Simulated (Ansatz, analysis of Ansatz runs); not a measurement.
# Local vibrational mode of the Ga-H pair in Si (PBE), part 2 of 2

How near does this set-up come to the measured local vibrational mode? Subject: Ga-H pair in Si. Set-up: PBE, 64-site cell, measured lattice, 420 eV, k: the single point 1/4 1/4 1/4. The model is a cell of 64 host atoms with Ga put on another atom's site and H put in between. The frequencies come from force constants among the defect atom and its neighbours, with the masses of the isotopes named. The measured lattice removes the functional's error in the volume.

Ansatz 0.2.0; PBE, 64-site cell, measured lattice, 420 eV, k: the single point 1/4 1/4 1/4.

So far: The starting structure; Relaxation, charge 0.

## (2) Relaxation, charge 0 (continued)

Level of this step: plane-wave PAW DFT, PBE; relaxation of all atoms of a defect supercell (Ansatz).

The steps of the relaxation:

```csv
step,energy less that of the first step (eV),largest force component (eV/Å)
1,0.0000,1.2538
2,-0.5735,0.3465
3,-0.6210,0.1166
4,-0.6240,0.0411
5,-0.6245,0.0060
6,-0.6245,0.0060
7,-0.6245,0.0090
8,-0.6246,0.0086
9,-0.6260,0.0931
10,-0.6283,0.0865
11,-0.6414,0.1572
12,-0.6462,0.1078
13,-0.6490,0.0829
14,-0.6509,0.0642
15,-0.6520,0.0095
16,-0.6520,0.0095
```

The atoms that moved most (Å, from the sites as typed, ahead of the random displacement, the mean shift of all atoms taken out):

```csv
atom,dx,dy,dz,length
H65,-0.527,0.200,0.171,0.589
Si42,0.058,-0.089,0.048,0.117
Si49,0.061,0.049,-0.085,0.116
Si27,0.001,0.075,0.076,0.106
Si6,-0.060,-0.003,-0.072,0.093
Si5,-0.056,-0.068,0.000,0.088
Si31,0.008,0.052,0.053,0.075
Ga8,0.018,-0.048,-0.045,0.068
```

The atoms nearest to the centre after the run:

```csv
atom,distance (Å)
H65,0.866
Ga8,0.958
Si4,2.082
Si27,2.684
Si42,2.691
Si49,2.695
Si7,3.403
Si5,3.492
Si6,3.499
```

Neighbours of the added atoms: H65: Si4 1.55, Ga8 1.72, Si27 2.67 Å.

Numbers from this step:

```
free energy : -43853.4359 eV
```

The relaxation ends 10 meV an atom lower than the displaced start, with a largest force component of 0.0095 eV/Å.

## (3) Local vibrational modes

A local mode lives on the defect and the atoms next to it, so only the sites listed in the input are displaced, which costs far fewer SCF runs than the whole cell would.

This step: plane-wave PAW DFT, PBE; finite-displacement force constants among the atoms nearest to a defect, the others at rest.

File modes/input.yaml:

```yaml
crystal:
  lattice:
    - [10.86192, 0.0, 0.0]
    - [0.0, 10.86192, 0.0]
    - [0.0, 0.0, 10.86192]
  atoms:
    - { symbol: Si, position: [-0.002918757, -0.003782471, 0.248343842] }
    - { symbol: Si, position: [-0.003177651, 0.248237549, -0.004226839] }
[... 1 atom line left out ...]
    - { symbol: Si, position: [0.233629149, 0.235963921, 0.235620819] }
    - { symbol: Si, position: [0.11992173, 0.118784233, 0.374793705] }
    - { symbol: Si, position: [0.119545346, 0.374733037, 0.118144124] }
    - { symbol: Si, position: [0.380525632, 0.125703307, 0.125358716] }
    - { symbol: Ga, position: [0.400663004, 0.394543109, 0.394494323] }
[... 5 atom lines left out ...]
    - { symbol: Si, position: [0.126543393, 0.375858431, 0.624837445] }
[... 6 atom lines left out ...]
    - { symbol: Si, position: [0.126566707, 0.62498192, 0.375618555] }
[... 1 atom line left out ...]
    - { symbol: Si, position: [0.375182819, 0.626053204, 0.122636869] }
[... 3 atom lines left out ...]
    - { symbol: Si, position: [0.250114714, 0.506890491, 0.506722491] }
[... 14 atom lines left out ...]
    - { symbol: Si, position: [0.505378563, 0.241794051, 0.504177118] }
[... 6 atom lines left out ...]
    - { symbol: Si, position: [0.505707009, 0.504496025, 0.24195383] }
[... 15 atom lines left out ...]
    - { symbol: H, position: [0.267987184, 0.334903213, 0.331904689] }
basis:
  ecutwfc: 420
  xc_grid: 2
hamiltonian:
  xc: pbe
kpoints:
  mp_grid: { grid: [1, 1, 1], shift: [0.25, 0.25, 0.25] }
scf:
  occupations: { method: fermi_dirac, width: 0.01 }
  max_iter: 120
output: {}
checkpoint:
  read: "../relax.run"
phonons:
  supercell: [1, 1, 1]
  displaced_sites: [3, 5, 7, 26, 64]
```

Launch:

```bash
$ ansatz run input.yaml --threads 2 --pin off --max-ram 4710MiB --backend cpu --events-out ev --progress --plain --runs-dir out
```

Numbers of over 12 decimals in the logs are rounded to 6 here.

Log:

```text
[...]
Crystal: 65 atoms, lattice volume = 1281.504 Å³
Basis set: ecut = 420 eV, 25173 PW (Γ), exchange–correlation on 150×150×150 points (8 copies of the dense FFT grid, shifted against one another)
Bands: 198, of which v1, the nominal top of the filled ones, is band 133 counted from 1 (132 counted from 0)
Symmetry: 1 space group operations
k-points: 1
[...]
SCF iter   5: F=-43853.435945 eV  HF=-43853.435945 eV  |F-HF|=2.91e-11  |Δ(HF+E_count)|=  1.09e-10  Δρ=4.40e-8  dr2=3.64e-11  ethr=1.00e-12  ⟨swp⟩=4.0  Hψ=648  notcnv=0
SCF 1 converged in 5 iterations: F = -43853.435945 eV  dr2 = 3.64e-11
[...]
SCF 2 converged in 8 iterations: F = -43853.435911 eV  dr2 = 2.19e-12
[...]
SCF 3 converged in 8 iterations: F = -43853.435895 eV  dr2 = 1.37e-12
[...]
symmetry images taken by strict's conditions (phonons.symmetry_images: auto; settled by no image being taken that strict refuses)
  force constants formed among 5 of 65 sites (Si 3, Si 5, Ga 7, Si 26, H 64); the other 60 at rest. The modes move the named sites alone.
  the frequencies, the zero-point energy and the sums are of the block with the acoustic sum rule laid on its rows. Row sums over every site: 7.1e-5 eV/Å² at the most
  transpose residual: 5.5e-5 eV/Å²
  largest component of a force at the reference: 8.2e-3 eV/Å on a named site, 9.5e-3 eV/Å on a site at rest
  frequencies among the named sites at Γ of the cell (cm⁻¹): 97.53 167.76 184.87 227.74 253.34 284.89 351.23 356.65 366.81 384.28 388.58 391.40 472.71 840.31 1985.15
  unstable modes among the named sites: 0
  frequencies as built, with no sum rule (cm⁻¹): 97.53 167.76 184.87 227.74 253.34 284.90 351.23 356.65 366.81 384.28 388.58 391.40 472.71 840.31 1985.15
  zero-point energy: 0.418648 eV/cell   skipped modes (ω ≤ 0): 0
  not written: the harmonic force-constant file, the file of eigenvectors (these modes' are written with the force constants), the density of states and the dispersion, which are of every site
[key lines of the parts left out:]
SCF converged after 5 iterations
Free energy (F): -43853.435945 eV
Fermi energy:    6.575926 eV
```

The job ended after 9.5 min (2 threads of Arm Neoverse V2, shared host; peak memory 1.7 GiB).

In the SCF lines HF is the Harris–Foulkes energy and dr2 the Hartree energy of the density residual, in eV; the loop may stop once dr2 is under the threshold and the program's other checks hold. Hψ counts applications of the Hamiltonian.

This step gave:

* free energy: -43853.4359 eV

The modes with the largest weight on the probed atoms (the light atom of a pair), for the masses of each isotope. Modes of the displaced atoms (local only where they lie over the host's phonons):

| isotopes | mode (cm⁻¹) | share of the defect atoms |
| --- | --- | --- |
| H | 1985 | 0.982 |
| H | 840.4 | 0.913 |
| H | 284.9 | 0.673 |
| D | 1418 | 0.962 |
| D | 621.4 | 0.82 |
| D | 200.4 | 0.698 |

## (4) Results

```json
{
 "distance from the defect atom to its nearest neighbour": "1.545 Å",
 "Si-H stretch, 1H": "1985 cm⁻¹",
 "time of the whole chain": "13 min on 2 threads"
}
```

What this shows: Si-H stretch, 1H: computed 1985 cm⁻¹, measured 2171 cm⁻¹; 186 cm⁻¹ (9 %) below the measurement. The computed value is harmonic, while the measured line is the anharmonic fundamental, which for X–H stretches usually lies a few per cent lower. Only the named neighbours move, so modes near the host's band are approximate.

[Logs are printed without paths, hosts, clocks, repeated set-up lines and the standing remarks that a program may print on its own settings, such as how far it seeks lower states.]

[Hosts, paths, dates, database ids (printed as entryN), source tags and the programs' standing remarks are cut or masked in the printed files.]

[For some hosts the program warned that the k-mesh of the response run may be too coarse for force constants and the static dielectric constant; such warnings are not shown here.]
